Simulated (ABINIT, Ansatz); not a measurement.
## How the form of the self-energy moves the gap of Ba2SrTeO6 (R-3)

Aim: compare treatments of exchange, screening and correlation for the gap of Ba2SrTeO6 (R-3).

Calculated with ABINIT 10.8.3; LDA and many-body steps on it, plane waves.

Most raw output is cut from this account.

### Step 1. Set-up

The structure is trigonal, space group R-3 (No. 148). The conventional cell has a = 6.189 Å, b = 6.189 Å, c = 14.900 Å, α = 90.00°, β = 90.00°, γ = 120.00°. Ba has 12 O at 2.79 to 3.42 Å nearest. Sr has 6 O at 2.44 Å nearest. Nearest to Te lie 6 O at 1.96 Å. Nearest to O lie 1 Te at 1.96 Å and 1 Sr at 2.44 Å and 4 Ba at 2.79 to 3.42 Å. Farther neighbours and most contacts between anions are not listed.

Structure file:

```cif
data_structure
_symmetry_space_group_name_H-M 'P 1'
_symmetry_Int_Tables_number 1
_cell_length_a 6.1184
_cell_length_b 6.1184
_cell_length_c 6.1184
_cell_angle_alpha 60.764
_cell_angle_beta 60.764
_cell_angle_gamma 60.764
_cell_volume 164.75
loop_
_atom_site_label
_atom_site_type_symbol
_atom_site_fract_x
_atom_site_fract_y
_atom_site_fract_z
_atom_site_occupancy
Ba1 Ba 0.25206 0.25206 0.25206 1
Ba2 Ba 0.74794 0.74794 0.74794 1
Sr3 Sr 0.00000 0.00000 0.00000 1
Te4 Te 0.50000 0.50000 0.50000 1
O5 O 0.32844 0.71751 0.22634 1
O6 O 0.71751 0.22634 0.32844 1
O7 O 0.22634 0.32844 0.71751 1
O8 O 0.67156 0.28249 0.77366 1
O9 O 0.77366 0.67156 0.28249 1
O10 O 0.28249 0.77366 0.67156 1
```

The cell and positions are those that the Materials Project relaxed with its own functionals (PBE, PBE+U or r2SCAN), kept fixed. Spin-orbit coupling is left out unless a step names it.

### Step 2. Empty states on the mesh, 2×2×2 mesh, 588 bands

This step: ABINIT 10.8.3; DFT, LDA, plane waves, norm-conserving pseudopotentials.

The sums over transitions need many empty states on a uniform mesh; this step solves for them.

Input file run.abi:

```
acell 3*1.0 Angstrom
rprim 
  3.094471017325 1.786593674874 4.966610984592
  -3.094471017325 1.786593674874 4.966610984592
  -0.000000000000 -3.573187349682 4.966610984616
ntypat 4
znucl 56 38 52 8
natom 10
typat 1 1 2 3 4 4 4 4 4 4
xred 
  0.252060000000 0.252060000000 0.252060000000
  0.747940000000 0.747940000000 0.747940000000
  0.000000000000 0.000000000000 0.000000000000
  0.500000000000 0.500000000000 0.500000000000
  0.328441000000 0.717506000000 0.226340000000
  0.717506000000 0.226340000000 0.328441000000
  0.226340000000 0.328441000000 0.717506000000
  0.671559000000 0.282494000000 0.773660000000
  0.773660000000 0.671559000000 0.282494000000
  0.282494000000 0.773660000000 0.671559000000
pp_dirpath "pseudos"
pseudos "Ba.upf, Sr.upf, Te.upf, O.upf"
ecut 42
ngkpt 2 2 2
nshiftk 1
shiftk 0 0 0
kptopt 1
chksymbreak 0
iscf -2
irdden 1
istwfk *1
nband 588
nbdbuf 52
tolwfr 1e-09
nstep 60
prtvol 0
indata_prefix "in"
outdata_prefix "out"
tmpdata_prefix "tmp"
```

The run is started by

```console
OMP_NUM_THREADS=1 mpirun -n 4 abinit run.abi > log
```

The job ended after 17 min (4 MPI ranks of Arm Neoverse V1, shared host; peak memory 1.2 GiB).

Numbers from this step:

| Quantity | Value |
| --- | --- |
| gap | 2.939 eV |
| k of the valence top | 0.5, 0.5, 0 |
| k of the conduction bottom | 0, 0, 0 |
| least direct gap | 3.069 eV |
| k points computed | 4 |
| lowest point of the top converged band, above the valence top | 108.6050 eV |

On this mesh the gap is 2.939 eV.

The density comes from a self-consistent run that is not shown.

### Step 3. Screening, 2×2×2 mesh, 245 bands, screening to 141.5 eV

The RPA dielectric matrix is built and inverted for each q.

This step: RPA screening on LDA, plane waves, norm-conserving pseudopotentials.

run.abi, as its differences from that of step 2:

```diff
@@ -28,10 +28,11 @@
 chksymbreak 0
-iscf -2
-irdden 1
 istwfk *1
-nband 588
-nbdbuf 52
-tolwfr 1e-09
-nstep 60
-prtvol 0
+occopt 1
+irdwfk 1
+optdriver 3
+nband 245
+ecuteps 5.2
+inclvkb 2
+awtr 1
+symchi 1
 indata_prefix "in"
```

Elapsed: 4.8 min, on 4 MPI ranks; peak memory 3.5 GiB.

Numbers from this step:

| Property | Result |
| --- | --- |
| ε∞ with local fields, on this mesh, along the program's q direction | 4.013 |
| the same without local fields | 4.489 |
| plasma frequency | 27.45 eV |
| plane waves in the screening matrix | 615 |

Local fields lower ε∞ by 11 %. On a Γ-centred mesh this coarse the value itself is usually too large, while a short band sum pulls it down.

### Step 4. G0W0, Godby-Needs plasmon pole

The self-energy is evaluated for the states that the input lists, and the levels follow from it, in one-shot runs by the linearised quasiparticle equation.

This step: G0W0 on LDA, plane waves, norm-conserving pseudopotentials.

run.abi, as its differences from that of step 3:

```diff
@@ -31,8 +31,17 @@
 irdwfk 1
-optdriver 3
+optdriver 4
 nband 245
+gwcalctyp 0
+ecutsigx 42
+symsigma 1
+nkptgw 2
+kptgw 
+  0.5000000000 0.5000000000 0.0000000000
+  0.0000000000 0.0000000000 0.0000000000
+bdgw 
+  44 47
+  43 48
 ecuteps 5.2
-inclvkb 2
-awtr 1
-symchi 1
+irdscr 1
+ppmodel 1
 indata_prefix "in"
```

Elapsed: 73 s, on 4 MPI ranks; peak memory 2.5 GiB.

This step gave:

| Quantity | Value |
| --- | --- |
| G0W0 gap on the points computed | 4.988 eV |
| starting gap on the mesh | 2.939 eV |
| k of the valence top | 0.5, 0.5, 0 |
| k of the conduction bottom | 0, 0, 0 |
| Z at the valence top | 0.782 |
| Z at the conduction bottom | 0.826 |
| least direct G0W0 gap on the computed points | 5.135 eV |

The gap on the mesh goes from 2.94 eV to 4.99 eV, a correction of +2.05 eV.

### Step 5. G0W0, Hybertsen-Louie plasmon pole

run.abi, as its differences from that of step 4:

```diff
@@ -45,3 +45,3 @@
 irdscr 1
-ppmodel 1
+ppmodel 2
 indata_prefix "in"
```

Elapsed: 71 s, on 4 MPI ranks; peak memory 2.5 GiB.

This step gave:

```yaml
g0w0_gap_on_the_points_computed: 5.151 eV
starting_gap_on_the_mesh: 2.939 eV
k_of_the_valence_top: 0.5, 0.5, 0
k_of_the_conduction_bottom: 0, 0, 0
z_at_the_valence_top: 0.831
z_at_the_conduction_bottom: 0.87
least_direct_g0w0_gap_on_the_computed_points: 5.297 eV
```

Against G0W0 in ABINIT (2×2×2 mesh, 245 bands, screening to 141.5 eV, Godby-Needs plasmon pole), the gap moves by +0.163 eV.

### Step 6. G0W0, Engel-Farid plasmon pole

run.abi, as its differences from that of step 5:

```diff
@@ -45,3 +45,3 @@
 irdscr 1
-ppmodel 2
+ppmodel 4
 indata_prefix "in"
```

Wall time 37 s (4 MPI ranks); peak memory 2.4 GiB.

This step gave:

* G0W0 gap on the points computed: 5.017 eV
* starting gap on the mesh: 2.939 eV
* k of the valence top: 0.5, 0.5, 0
* k of the conduction bottom: 0, 0, 0
* least direct G0W0 gap on the computed points: 5.169 eV

Against G0W0 in ABINIT (2×2×2 mesh, 245 bands, screening to 141.5 eV, Godby-Needs plasmon pole), the gap moves by +0.029 eV.

### Step 7. One-shot Hartree-Fock

This step: one-shot Hartree-Fock on LDA, plane waves, norm-conserving pseudopotentials.

run.abi, as its differences from that of step 6:

```diff
@@ -32,4 +32,4 @@
 optdriver 4
-nband 245
-gwcalctyp 0
+nband 49
+gwcalctyp 5
 ecutsigx 42
@@ -43,5 +43,4 @@
   43 48
-ecuteps 5.2
-irdscr 1
-ppmodel 4
+ixc_sigma 40
+fftgw 31
 indata_prefix "in"
```

The job ended after 9.6 s (4 MPI ranks; peak memory 2 GiB; 35 s of CPU time).

This step gave:

```
quasiparticle gap on the points computed              : 12.75 eV
starting gap on the mesh                              : 2.939 eV
k of the valence top                                  : 0.5, 0.5, 0
k of the conduction bottom                            : 0, 0, 0
least direct quasiparticle gap on the computed points : 12.87 eV
```

Against G0W0 in ABINIT (2×2×2 mesh, 245 bands, screening to 141.5 eV, Godby-Needs plasmon pole), the gap moves by +7.765 eV.

### Step 8. Screening, 2×2×2 mesh, 245 bands, screening to 141.5 eV

This step: RPA screening on LDA, plane waves, norm-conserving pseudopotentials.

run.abi, as its differences from that of step 7:

```diff
@@ -31,16 +31,14 @@
 irdwfk 1
-optdriver 4
-nband 49
-gwcalctyp 5
-ecutsigx 42
-symsigma 1
-nkptgw 2
-kptgw 
-  0.5000000000 0.5000000000 0.0000000000
-  0.0000000000 0.0000000000 0.0000000000
-bdgw 
-  44 47
-  43 48
-ixc_sigma 40
-fftgw 31
+optdriver 3
+nband 245
+ecuteps 5.2
+inclvkb 2
+awtr 1
+symchi 1
+gwcalctyp 2
+nfreqre 16
+freqremax 40 eV
+nfreqim 8
+spmeth 1
+nomegasf 120
 indata_prefix "in"
```

It took 5.9 min on 4 MPI ranks; peak memory 6.2 GiB; 24 min of CPU time.

Numbers from this step:

- ε∞ with local fields, on this mesh, along the program's q direction: 4.086
- the same without local fields: 4.578
- plasma frequency: 27.45 eV
- plane waves in the screening matrix: 615

### Step 9. G0W0, contour deformation

This step: G0W0 on LDA, plane waves, norm-conserving pseudopotentials.

run.abi, as its differences from that of step 8:

```diff
@@ -31,14 +31,16 @@
 irdwfk 1
-optdriver 3
+optdriver 4
 nband 245
+gwcalctyp 2
+ecutsigx 42
+symsigma 1
+nkptgw 2
+kptgw 
+  0.5000000000 0.5000000000 0.0000000000
+  0.0000000000 0.0000000000 0.0000000000
+bdgw 
+  44 47
+  43 48
 ecuteps 5.2
-inclvkb 2
-awtr 1
-symchi 1
-gwcalctyp 2
-nfreqre 16
-freqremax 40 eV
-nfreqim 8
-spmeth 1
-nomegasf 120
+irdscr 1
 indata_prefix "in"
```

It took 46 s on 4 MPI ranks; peak memory 3.6 GiB.

Numbers from this step:

```yaml
g0w0_gap_on_the_points_computed: 4.920 eV
starting_gap_on_the_mesh: 2.939 eV
k_of_the_valence_top: 0.5, 0.5, 0
k_of_the_conduction_bottom: 0, 0, 0
least_direct_g0w0_gap_on_the_computed_points: 5.063 eV
```

Against G0W0 in ABINIT (2×2×2 mesh, 245 bands, screening to 141.5 eV, Godby-Needs plasmon pole), the gap moves by −0.068 eV.

### Step 10. The runs together

Times are wall times on 4 MPI ranks of Arm Neoverse V1, shared host. The host was busy with other work, so they are no guide to cost. A run's time includes the screening step that it read.

| run | mesh | bands | screening cutoff (eV) | DFT gap (eV) | gap on the mesh (eV) | direct (eV) | ε∞ used | time |
| --- | --- | --- | --- | --- | --- | --- | --- | --- |
| G0W0, Godby-Needs plasmon pole | 2×2×2 | 245 | 141.5 | 2.939 | 4.988 | 5.135 | 4.01 | 6 min |
| G0W0, Hybertsen-Louie plasmon pole | 2×2×2 | 245 | 141.5 | 2.939 | 5.151 | 5.297 | 4.01 | 6 min |
| G0W0, Engel-Farid plasmon pole | 2×2×2 | 245 | 141.5 | 2.939 | 5.017 | 5.169 | 4.01 | 5.4 min |
| one-shot Hartree-Fock | 2×2×2 | - | - | 2.939 | 12.753 | 12.869 | - | 9.6 s |
| G0W0, contour deformation | 2×2×2 | 245 | 141.5 | 2.939 | 4.920 | 5.063 | 4.09 | 6.7 min |

### Step 11. Summary of results

```yaml
g0w0_godby_needs_plasmon_pole: 4.988 eV
g0w0_hybertsen_louie_plasmon_pole: 5.151 eV
g0w0_engel_farid_plasmon_pole: 5.017 eV
one_shot_hartree_fock: 12.753 eV
g0w0_contour_deformation: 4.920 eV
known_limits: not at the basis limit; no spin-orbit coupling; coarse k mesh
```

What this shows: G0W0, Hybertsen-Louie plasmon pole: +0.163 eV against G0W0, Godby-Needs plasmon pole. G0W0, Engel-Farid plasmon pole: +0.029 eV against G0W0, Godby-Needs plasmon pole. One-shot Hartree-Fock: +7.765 eV against G0W0, Godby-Needs plasmon pole. G0W0, contour deformation: −0.068 eV against G0W0, Godby-Needs plasmon pole. Bare exchange alone opens the gap to 12.75 eV; against G0W0, correlation takes back 7.77 eV. Bands and cutoff are finite, so the gap is not at the basis limit. The miss can reach some tenths of an eV and take either sign; the mesh is an error of its own. In the G0W0 runs levels were corrected at 2 k points alone, so a gap called «on the mesh» is the least over those, and an edge elsewhere would be missed. The 2×2×2 mesh is coarse for this cell, which bears on the long-range parts of exchange and screening. The many-body steps are scalar-relativistic: spin-orbit coupling is not in them.

[Paths, hosts, dates, memory and timing lines, banners, echoed tables and standing remarks are left out of the program output.]

[Logs are printed without paths, hosts, clocks, repeated set-up lines and the standing remarks that a program may print on its own settings, such as how far it seeks lower states.]

[Runs of the session that timed out or met a known fault of the program may be left out.]

[Hosts, paths, dates, database ids (printed as entryN), source tags and the programs' standing remarks are cut or masked in the printed files.]

[G0W0 gaps are taken among the corrected bands and points alone; a level outside them can change the order at an edge.]

[Where Ansatz stands beside ABINIT at settings called matched, ABINIT's density can come from a denser mesh and the files from another edition; pairs whose starting gaps differed by over 0.03 eV were left out, so agreement reads better than it is.]
